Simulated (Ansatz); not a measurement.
# Random zinc-blende (B, In, Al)As solid solution (64 atoms) under strain, part 2 of 3

Aim: relax random zinc-blende (B, In, Al)As solid solution (64 atoms), then change its volume and shape to read moduli from the stress.

Ansatz 0.2.0; Kohn-Sham DFT, PBE, PAW (set soft_1), plane waves.

The cell: 10 B, 32 As, 11 Al and 11 In. Only the Γ point is sampled.

So far. Step 2 (Single point at the start): The r.m.s. force at the start is 1.7 eV/Å. Step 3 (Cell and atoms relaxed): The relaxation converged after 7 steps, with a largest force component of 0.031 eV/Å.

## 4. Single point at the relaxed geometry

The electronic structure is read at the final geometry, in a run of its own.

Input file input.yaml:

```yaml
crystal:
  lattice:
    - [11.12868, 0.01926, -0.00505]
    - [0.01926, 11.25953, 0.02174]
    - [-0.00505, 0.02174, 11.15577]
  atoms:
    - { symbol: B, position: [0.00046, 0.01857, 0.01248] }
    - { symbol: As, position: [0.13781, 0.11729, 0.1186] }
    - { symbol: Al, position: [0.00272, 0.23996, 0.23927] }
    - { symbol: As, position: [0.13729, 0.37379, 0.35362] }
    - { symbol: B, position: [0.26243, 0.01527, 0.23699] }
    - { symbol: As, position: [0.38677, 0.11622, 0.35536] }
    [... 52 atom lines left out ...]
    - { symbol: Al, position: [0.50362, 0.7638, 0.74774] }
    - { symbol: As, position: [0.58939, 0.91499, 0.88707] }
    - { symbol: Al, position: [0.76078, 0.48534, 0.75754] }
    - { symbol: As, position: [0.87371, 0.62731, 0.86891] }
    - { symbol: Al, position: [0.74614, 0.75948, 0.49876] }
    - { symbol: As, position: [0.873, 0.88228, 0.62637] }
kpoints:
  mp_grid: { grid: [1, 1, 1] }
hamiltonian:
  xc: pbe
  pseudopotentials: { kind: paw, azcp: { folder: soft_1 } }
scf:
  occupations: { method: fermi_dirac, width: 0.025 }
output:
  forces: true
  stress: true
  populations: true
  dos:
    method: { smearing: { sigma: 0.15 } }
    de: 0.1
    projected: { site_lists: { Al: [Al], As: [As], B: [B], In: [In] } }
  eigenvalues: true
  write_density: true
  write_potential: true
  volumetric_format: npy
  elf: true
```

Command:

```sh
ansatz run input.yaml --threads 4 --pin off --max-ram 8192MiB --backend cpu --events-out ev --progress --plain --runs-dir out
```

Numbers of over 12 decimals in the logs are rounded to 6 here.

What it wrote:

```text
[...]
Crystal: 64 atoms, lattice volume = 1397.850 Å³
Basis set: ecut = 420 eV, 27341 PW (Γ), exchange–correlation on 150×160×150 points (8 copies of the dense FFT grid, shifted against one another)
Bands: 412, of which v1, the nominal top of the filled ones, is band 343 counted from 1 (342 counted from 0)
Symmetry: 1 space group operations
[...]
k-points: 1
[...]
SCF iter   1: F=—  HF=-224453.316134 eV  |F-HF|=—  |Δ(HF+E_count)|=         —  Δρ=3.99e-2  dr2=3.51e1  ethr=3.10e-3  ⟨swp⟩=6.0  Hψ=1592  notcnv=0  defer=34
[...]
SCF iter  11: F=-224446.106128 eV  HF=-224446.106128 eV  |F-HF|=4.13e-9  |Δ(HF+E_count)|=   3.13e-7  Δρ=1.61e-6  dr2=8.38e-8  ethr=1.46e-11  ⟨swp⟩=17.0  Hψ=3615  notcnv=0
SCF 1 converged in 11 iterations: F = -224446.106128 eV  dr2 = 8.38e-8
[...]
SCF converged after 11 iterations
Free energy (F): -224446.106128 eV
[...]
Internal energy: -224446.106010 eV  (E = F + TS)
E sigma→0 (E₀):  -224446.106069 eV
Entropy (-TS):   -0.000118 eV (-0.002 meV/atom)
Fermi energy:    8.044522 eV
[...]
--- Forces (eV/Å), atoms counted from 1 ---
  atom   1  B      0.00783389    -0.01316017    -0.00598620
  atom   2  As     0.01380937    -0.00928393    -0.00031815
  atom   3  Al    -0.00353085     0.01275845    -0.00195773
  atom   4  As    -0.00982172     0.00492491    -0.00661930
  atom   5  B      0.00009046    -0.00332764     0.00353978
  atom   6  As     0.00077146     0.01485277     0.00362540
  atom   7  B      0.01242256    -0.00344974    -0.00310431
  atom   8  As     0.00614346    -0.00167610     0.00847594
  atom   9  Al    -0.00349215    -0.00225710    -0.00742712
  atom  10  As     0.00025746     0.01087240     0.00119941
  atom  11  B     -0.01201683    -0.00173301     0.01786343
  atom  12  As    -0.00443257     0.00725459    -0.01086256
  atom  13  In     0.01063842     0.00299154     0.00564346
  atom  14  As    -0.01003991    -0.00881186     0.01122990
[...]
atom  63  Al     0.00185784     0.00712857    -0.00092876
  atom  64  As     0.00035460     0.00678946     0.00483551
  max |Σ_I F_I| component: 3.83e-5 eV/Å
--- Stress (GPa, compression-positive) ---
        0.012629      -0.010877       0.008223
       -0.010871       0.019925      -0.009847
        0.008230      -0.009848       0.023447
  P = ⅓ Tr σ = 0.0187 GPa (0.187 kbar)
--- Band table (eV) ---
[...]
--- Löwdin populations: 64 sites ---
  site symbol       q [e]
     0      B      3.4106
     1     As     14.6911
     2     Al      2.6667
[...]
63     As     15.3549
  spilling = 0.002100 (of n_electrons = 686.000000)
```

Run time: 18 s. Hardware: 4 threads of AMD EPYC 9R14 (Zen 4), shared host; peak memory 2 GiB.

Read from the output:

| Quantity | Value |
| --- | --- |
| free energy | -224446.1061 eV |
| free energy per atom | -3506.9704 eV/atom |
| SCF cycles | 11 |
| pressure | 0.01867 GPa |
| r.m.s. force component | 0.00899 eV/Å |
| longest force | 0.03412 eV/Å |
| Fermi energy | 8.045 eV |
| gap (highest filled to lowest empty level) | 0.466 eV |
| spilling of the projection | 0.0021 |

Löwdin charges by element (they lack the spilled electrons, 0.023 e an atom on average):

| element | coordination | atoms | mean charge (e) | spread | least | most |
| --- | --- | --- | --- | --- | --- | --- |
| Al | all | 11 | 0.37 | 0.017 | 0.333 | 0.400 |
| As | all | 32 | -0.0407 | 0.218 | -0.355 | 0.470 |
| B | all | 10 | -0.411 | 0.0145 | -0.443 | -0.390 |
| In | all | 11 | 0.253 | 0.0146 | 0.232 | 0.281 |

Charge against the make-up of the first shell:

| B neighbours of As | atoms | mean charge (e) |
| --- | --- | --- |
| 0 | 8 | -0.314 |
| 1 | 14 | -0.081 |
| 2 | 5 | 0.134 |
| 3 | 4 | 0.302 |
| 4 | 1 | 0.47 |

Density of states as counts of states in windows of 1 eV (from the Fermi level), total and the larger projections:

| from (eV) | to (eV) | total | As p | B p | Al p | In p | In s | As s |
| --- | --- | --- | --- | --- | --- | --- | --- | --- |
| -10 | -9 | 0.1 | 0.0 | 0.0 | 0.0 | 0.0 | 0.0 | 0.1 |
| -9 | -8 | 0.0 | 0.0 | 0.0 | 0.0 | 0.0 | 0.0 | 0.0 |
| -8 | -7 | 8.7 | 4.2 | 0.3 | 0.2 | 0.2 | 0.6 | 0.3 |
| -7 | -6 | 13.2 | 6.4 | 0.7 | 0.5 | 0.4 | 1.6 | 0.6 |
| -6 | -5 | 28.0 | 13.2 | 1.5 | 0.9 | 0.7 | 5.1 | 1.8 |
| -5 | -4 | 24.1 | 12.7 | 5.0 | 1.3 | 1.1 | 1.1 | 1.3 |
| -4 | -3 | 40.6 | 23.4 | 4.4 | 5.0 | 3.7 | 1.2 | 1.1 |
| -3 | -2 | 26.2 | 16.0 | 4.5 | 2.6 | 2.4 | 0.1 | 0.2 |
| -2 | -1 | 34.0 | 23.3 | 2.9 | 3.2 | 3.9 | 0.1 | 0.2 |
| -1 | 0 | 17.0 | 13.1 | 0.4 | 0.8 | 2.1 | 0.0 | 0.1 |
| 0 | 1 | 13.1 | 1.6 | 1.3 | 1.8 | 1.6 | 1.4 | 2.5 |
| 1 | 2 | 20.5 | 3.9 | 1.8 | 3.2 | 2.9 | 2.2 | 2.1 |
| 2 | 3 | 30.4 | 6.3 | 3.6 | 4.1 | 4.2 | 2.5 | 3.1 |
| 3 | 4 | 32.2 | 8.4 | 4.3 | 4.7 | 4.9 | 1.0 | 1.9 |

Between -26 and -10 eV lie 174 more states.

The stored curve holds about 366 of the 686 electrons; the rest, give or take the few that broadening carries across the Fermi level, lie in deeper levels below its range.

The levels nearest the highest filled one (over half full), pooled over k-points and spins:

| level less the highest filled one (eV) | occupation |
| --- | --- |
| -0.657 | 2 |
| -0.577 | 2 |
| -0.570 | 2 |
| -0.142 | 2 |
| -0.0128 | 2 |
| 0 | 2 |
| 0.466 | 0 |
| 0.758 | 0 |
| 0.804 | 0 |
| 0.870 | 0 |
| 1.09 | 0 |
| 1.14 | 0 |

Electrostatic potential energy in the ac plane at fractional y = 0.007, with atoms of B and Al and In within 0.2 Å of it. With pseudopotentials it is smooth inside the atoms' cores, unlike the true potential.

Ten even steps from '0' (-30 eV) to '9' (11 eV), each cell a mean:
```
2589999999999853478999999999973
8899999999999998888899999999998
9999999999999999877789999999999
9999987556899999988888777899999
9999962001589999999985565689999
9999850000389999999975897589999
9999962001589999999975676689999
9999986446899999999987666899999
9999999889999999998889989999999
8899999999999999988889999999988
5579999999999988788899999999865
9658999999999851158999999999758
9668999999999830028999999999758
5678999999999862268999999999865
8888788999999998888888999988888
9998778999988999998888999988899
9999888767899999999988657888999
9999986101799999999985002799999
9999995001799999999985002799999
9999998646888999999998657887899
9999899998878899999999999866789
8899999999888887899999999876788
2489999999998731279999999988873
0179999999999610058999999999850
```
Columns run along a (11.1 Å; values clipped at the 3rd and 97th percentile), rows up along c (11.2 Å). Atoms in or near the plane, at fractional coordinates: B at (0.00, 0.01), B at (0.26, 0.24), Al at (0.00, 0.49), In at (0.25, 0.76), B at (0.49, 0.02), B at (0.74, 0.24), B at (0.51, 0.47), Al at (0.74, 0.76).

ELF in the ac plane at fractional y = 0.007, with atoms of B and Al and In within 0.2 Å of it. It is the smooth field of the valence electrons, not physical close to the nuclei.

Ten even steps from '0' (0.01) to '9' (0.84), each cell a mean:
```
4775210001235665786421000012565
6775421124555556887653101234566
3455542235764223677787433565433
0134432222453101478999756886420
0012222112232000256898313775200
0001221000222000012453130453100
0023322101222100012465102664100
0245542222344310135899646876410
2466653223566421246898644677542
5676431112566543466776312467764
2575210001245676777643100135763
1144210000024674477420000013420
1267642000014650057521000135641
3699864100135885588753100268995
4699875311346786788765312468996
2467777644566543245667655667763
0145678867765320013578767765431
0012468414753100001367314752100
0001256214863100001367215863210
0012467668975321012478778976542
3245566557766654344555557776775
6676653223557887777532124567898
4676431001246873477420001357897
0475210000125630266310000124662
```
Columns run along a (11.1 Å), rows up along c (11.2 Å). Atoms in or near the plane, at fractional coordinates: B at (0.00, 0.01), B at (0.26, 0.24), Al at (0.00, 0.49), In at (0.25, 0.76), B at (0.49, 0.02), B at (0.74, 0.24), B at (0.51, 0.47), Al at (0.74, 0.76).

Filled and empty levels are parted by 0.466 eV at Γ alone; the mesh holds the band edges only if they fold onto it, so the gap at this level can be narrower or closed, while semilocal functionals tend to narrow gaps against experiment. Mean Löwdin charges: Al +0.37, As -0.04, B -0.41, In +0.25 e. Charges this small depend on the projection, at times even in sign. The charge on As changes by +0.204 e for each B neighbour that takes the place of another kind, on average.

## 5. Volume -3 %

The relaxed cell is scaled evenly and the atoms are relaxed again; the stress at the end gives one point of P(V).

input.yaml, the sections that differ from step 4:

```yaml
crystal:
  lattice:
    - [11.01626, 0.01907, -0.005]
    - [0.01907, 11.14579, 0.02152]
    - [-0.005, 0.02152, 11.04308]
  atoms:
    [... the 64 atom lines of step 4 ...]
output:
  forces: true
  eigenvalues: true
  stress: true
relax:
  f_tol: 0.05
  max_steps: 70
# kpoints, hamiltonian, scf: as in step 4
```

What it wrote:

```text
Warning: output.stress: scf.convergence.dr2_threshold = 1e-7 eV (the SCF's general default) is looser than the 6.4e-9 eV advised for a printed stress (1e-10 eV for each atom of the cell: 64). What an SCF threshold leaves in a stress goes as its square root, and in the free energy as the threshold itself, and one threshold admits the most on a small cell: [...]
[...]
Crystal: 64 atoms, lattice volume = 1355.914 Å³
Basis set: ecut = 420 eV, 26511 PW (Γ), exchange–correlation on 150×150×150 points (8 copies of the dense FFT grid, shifted against one another)
Bands: 412, of which v1, the nominal top of the filled ones, is band 343 counted from 1 (342 counted from 0)
Symmetry: 1 space group operations
[...]
k-points: 1
[...]
SCF iter   1: F=—  HF=-224453.404468 eV  |F-HF|=—  |Δ(HF+E_count)|=         —  Δρ=4.14e-2  dr2=3.58e1  ethr=3.10e-3  ⟨swp⟩=6.0  Hψ=1593  notcnv=0  defer=37
[...]
SCF iter   9: F=-224445.794940 eV  HF=-224445.794939 eV  |F-HF|=1.23e-6  |Δ(HF+E_count)|=   9.60e-6  Δρ=1.02e-5  dr2=1.78e-6  ethr=3.48e-9  ⟨swp⟩=13.0  Hψ=2341  notcnv=0
SCF 1 converged in 9 iterations: F = -224445.794940 eV  dr2 = 1.78e-6
[...]
relax step   1: F+E_penalty+E_count = -224445.79493992 eV  Δ(F+E_penalty+E_count) = +0.000e0 eV  max|allowed force component| = 1.243e-1 eV/Å  Δτ_max = 0.0000 Å  (9 SCF iters, dr2 threshold 6.25e-5 eV, accepted)
[...]
relax step   2: F+E_penalty+E_count = -224445.80680804 eV  Δ(F+E_penalty+E_count) = -1.187e-2 eV  max|allowed force component| = 7.548e-2 eV/Å  Δτ_max = 0.0413 Å  (7 SCF iters, accepted)
[...]
relax step   3: F+E_penalty+E_count = -224445.81153727 eV  Δ(F+E_penalty+E_count) = -4.729e-3 eV  max|allowed force component| = 2.759e-2 eV/Å  Δτ_max = 0.0133 Å  (6 SCF iters, accepted)
SCF converged after 6 iterations
Free energy (F): -224445.811537 eV
[...]
Internal energy: -224445.811513 eV  (E = F + TS)
E sigma→0 (E₀):  -224445.811525 eV
Entropy (-TS):   -0.000024 eV (-0.000 meV/atom)
Fermi energy:    8.484802 eV
[...]
--- Forces (eV/Å), atoms counted from 1 ---
  atom   1  B      0.00543607    -0.00298365     0.00273833
  atom   2  As     0.00922959    -0.00836492     0.00911684
  atom   3  Al    -0.00361940     0.00157460     0.00392231
  atom   4  As    -0.00985583    -0.00124256    -0.00208923
  atom   5  B      0.00435698     0.00503126    -0.00532612
  atom   6  As     0.00185590    -0.00903039     0.01930276
  atom   7  B     -0.00560481     0.01059497    -0.00881087
  atom   8  As    -0.00617793     0.00512964     0.00851028
  atom   9  Al    -0.00288213     0.00204044     0.00194163
  atom  10  As     0.01407849    -0.01879214     0.00400067
  atom  11  B     -0.00742186     0.00511967     0.01111601
  atom  12  As     0.00884025    -0.00024564     0.00886361
  atom  13  In    -0.01040453     0.00634013     0.00546312
  atom  14  As    -0.00446261    -0.00250312    -0.01001009
[...]
atom  63  Al     0.00501163     0.00475402    -0.00447565
  atom  64  As    -0.00629491    -0.00197417     0.00551814
  max |Σ_I F_I| component: 5.60e-5 eV/Å
--- Stress (GPa, compression-positive) ---
        2.256939       0.005769       0.043000
        0.005775       2.349069       0.021419
        0.043007       0.021417       2.308161
  P = ⅓ Tr σ = 2.3047 GPa (23.047 kbar)
--- Band table (eV) ---
[...]
--- Relaxed structure (3 steps of the walk, 3 accepted, 0 SCFs on fresh bases) ---
  F+E_penalty+E_count = -224445.81153727 eV   max|allowed force component| = 2.759e-2 eV/Å
  atoms:
    - { symbol: B, position: [0.000817604, 0.018947, 0.013239] }
    - { symbol: As, position: [0.137768, 0.117537, 0.119392] }
    - { symbol: Al, position: [0.00236808, 0.240090, 0.240320] }
    - { symbol: As, position: [0.137063, 0.373678, 0.354075] }
[...]
- { symbol: As, position: [0.872000, 0.882910, 0.626418] }
```

Wall time 33 s (4 threads); peak memory 1.9 GiB.

The program notes that the SCF threshold is loose for the stress.

The relaxation converged after 3 steps, 0.0166 eV below its start, with a largest force component of 0.028 eV/Å.

Volume -3 %: the energy stands 0.295 eV above that of the reference, at a pressure of 2.30 GPa.

## 6. Volume +3 %

The relaxed cell is scaled to another volume.

Input and log are left out; they have the form of those shown for this kind of step.

Run time: 34 s. Hardware: 4 threads of AMD EPYC 9R14 (Zen 4), shared host; peak memory 2.1 GiB.

The relaxation converged after 3 steps, 0.0130 eV below its start, with a largest force component of 0.021 eV/Å.

Volume +3 %: the energy stands 0.256 eV above that of the reference, at a pressure of -1.94 GPa.

## 7. Volume -6 %

The relaxed cell is scaled to another volume.

Input and log are left out; they have the form of those shown for this kind of step.

Wall time 41 s (4 threads of AMD EPYC 9R14 (Zen 4), shared host); peak memory 1.9 GiB; 2.5 min of CPU time.

The relaxation converged after 4 steps, 0.0815 eV below its start, with a largest force component of 0.037 eV/Å.

Volume -6 %: the energy stands 1.22 eV above that of the reference, at a pressure of 4.91 GPa.

## 8. Volume +6 %

The relaxed cell is scaled to another volume.

Input and log are left out; they have the form of those shown for this kind of step.

It took 34 s on 4 threads of AMD EPYC 9R14 (Zen 4), shared host; peak memory 2.1 GiB.

The relaxation converged after 3 steps, 0.0432 eV below its start, with a largest force component of 0.041 eV/Å.

Volume +6 %: the energy stands 0.986 eV above that of the reference, at a pressure of -3.59 GPa.

## 9. Volume -10 %

The relaxed cell is scaled to another volume.

Input and log are left out; they have the form of those shown for this kind of step.

The job ended after 78 s (4 threads of AMD EPYC 9R14 (Zen 4), shared host; peak memory 1.8 GiB; 4.8 min of CPU time).

The relaxation converged after 8 steps, 0.400 eV below its start, with a largest force component of 0.046 eV/Å.

Volume -10 %: the energy stands 3.51 eV above that of the reference, at a pressure of 8.26 GPa.

## 10. Stretched by 1 % along x

The relaxed cell is strained along x alone, which gives the stiffness along x and its coupling to y and z.

input.yaml, the sections that differ from step 5:

```yaml
crystal:
  lattice:
    - [11.23997, 0.01926, -0.00505]
    - [0.01945, 11.25953, 0.02174]
    - [-0.0051, 0.02174, 11.15577]
  atoms:
    [... the 64 atom lines of step 4 ...]
# kpoints, hamiltonian, scf, output, relax: as in step 5
```

What it wrote:

```text
[...]
Crystal: 64 atoms, lattice volume = 1411.829 Å³
Basis set: ecut = 420 eV, 27585 PW (Γ), exchange–correlation on 160×160×150 points (8 copies of the dense FFT grid, shifted against one another)
Bands: 412, of which v1, the nominal top of the filled ones, is band 343 counted from 1 (342 counted from 0)
Symmetry: 1 space group operations
[...]
k-points: 1
[...]
SCF iter   1: F=—  HF=-224453.126043 eV  |F-HF|=—  |Δ(HF+E_count)|=         —  Δρ=3.94e-2  dr2=3.48e1  ethr=3.10e-3  ⟨swp⟩=6.0  Hψ=1592  notcnv=0  defer=33
[...]
SCF iter   8: F=—  HF=-224446.058015 eV  |F-HF|=—  |Δ(HF+E_count)|=   1.74e-4  Δρ=3.01e-5  dr2=2.94e-5  ethr=3.09e-8  ⟨swp⟩=2.0  Hψ=698  notcnv=0  defer=58
SCF iter   9: F=-224446.058030 eV  HF=-224446.058029 eV  |F-HF|=1.06e-6  |Δ(HF+E_count)|=   1.45e-5  Δρ=1.06e-5  dr2=2.45e-6  ethr=4.29e-9  ⟨swp⟩=13.0  Hψ=2329  notcnv=0
SCF 1 converged in 9 iterations: F = -224446.058030 eV  dr2 = 2.45e-6
[...]
relax step   1: F+E_penalty+E_count = -224446.05803023 eV  Δ(F+E_penalty+E_count) = +0.000e0 eV  max|allowed force component| = 5.297e-2 eV/Å  Δτ_max = 0.0000 Å  (9 SCF iters, dr2 threshold 6.25e-5 eV, accepted)
[...]
SCF iter   1: F=—  HF=-224446.061586 eV  |F-HF|=—  |Δ(HF+E_count)|=         —  Δρ=5.49e-4  dr2=3.06e-3  ethr=4.27e-7  ⟨swp⟩=2.0  Hψ=1094  notcnv=0  defer=58
[...]
SCF iter   6: F=—  HF=-224446.060418 eV  |F-HF|=—  |Δ(HF+E_count)|=   2.87e-7  Δρ=2.15e-6  dr2=1.53e-7  ethr=1.46e-11  ⟨swp⟩=11.0  Hψ=1925  notcnv=0
SCF iter   7: F=-224446.060418 eV  HF=-224446.060418 eV  |F-HF|=4.95e-9  |Δ(HF+E_count)|=   3.29e-8  Δρ=8.07e-7  dr2=1.44e-8  ethr=1.46e-11  ⟨swp⟩=4.0  Hψ=1390  notcnv=0
SCF 2 converged in 7 iterations: F = -224446.060418 eV  dr2 = 1.44e-8
relax step   2: F+E_penalty+E_count = -224446.06041796 eV  Δ(F+E_penalty+E_count) = -2.388e-3 eV  max|allowed force component| = 2.516e-2 eV/Å  Δτ_max = 0.0191 Å  (7 SCF iters, accepted)
SCF converged after 7 iterations
Free energy (F): -224446.060418 eV
[...]
Internal energy: -224446.060205 eV  (E = F + TS)
E sigma→0 (E₀):  -224446.060311 eV
Entropy (-TS):   -0.000213 eV (-0.003 meV/atom)
Fermi energy:    7.897380 eV
[...]
Σ components = -224446.060418   (vs F -224446.060418, Δ=0.00e0)
--- Forces (eV/Å), atoms counted from 1 ---
  atom   1  B     -0.00937185    -0.01302108    -0.00884795
  atom   2  As    -0.00091581     0.01202296     0.01379013
  atom   3  Al     0.00151797    -0.00113154    -0.00593780
  atom   4  As     0.00884419     0.00018938     0.00854204
[...]
atom  64  As     0.00210650    -0.00073849     0.00023630
  max |Σ_I F_I| component: 2.29e-5 eV/Å
--- Stress (GPa, compression-positive) ---
       -1.052118      -0.017181       0.008291
       -0.017177      -0.464839      -0.014421
        0.008297      -0.014422      -0.460916
  P = ⅓ Tr σ = -0.6593 GPa (-6.593 kbar)
--- Band table (eV) ---
[...]
--- Relaxed structure (2 steps of the walk, 2 accepted, 0 SCFs on fresh bases) ---
  F+E_penalty+E_count = -224446.06041796 eV   max|allowed force component| = 2.516e-2 eV/Å
  atoms:
    - { symbol: B, position: [0.000799872, 0.018094, 0.012390] }
    - { symbol: As, position: [0.138359, 0.117246, 0.118473] }
    - { symbol: Al, position: [0.00293399, 0.240010, 0.238744] }
    - { symbol: As, position: [0.137334, 0.373954, 0.353270] }
[...]
- { symbol: As, position: [0.873187, 0.882295, 0.626116] }
```

Run time: 24 s. Hardware: 4 threads; peak memory 2 GiB; 90 s of CPU time.

The relaxation converged after 2 steps, 0.00239 eV below its start, with a largest force component of 0.025 eV/Å.

Stretched by 1 % along x: the energy stands 0.0457 eV above that of the reference, at a pressure of -0.659 GPa.

(Continued in part 3 of 3.)

[Logs are printed without paths, hosts, clocks, repeated set-up lines and the standing remarks that a program may print on its own settings, such as how far it seeks lower states.]

[Hosts, paths, dates, database ids (printed as entryN), source tags and the programs' standing remarks are cut or masked in the printed files.]
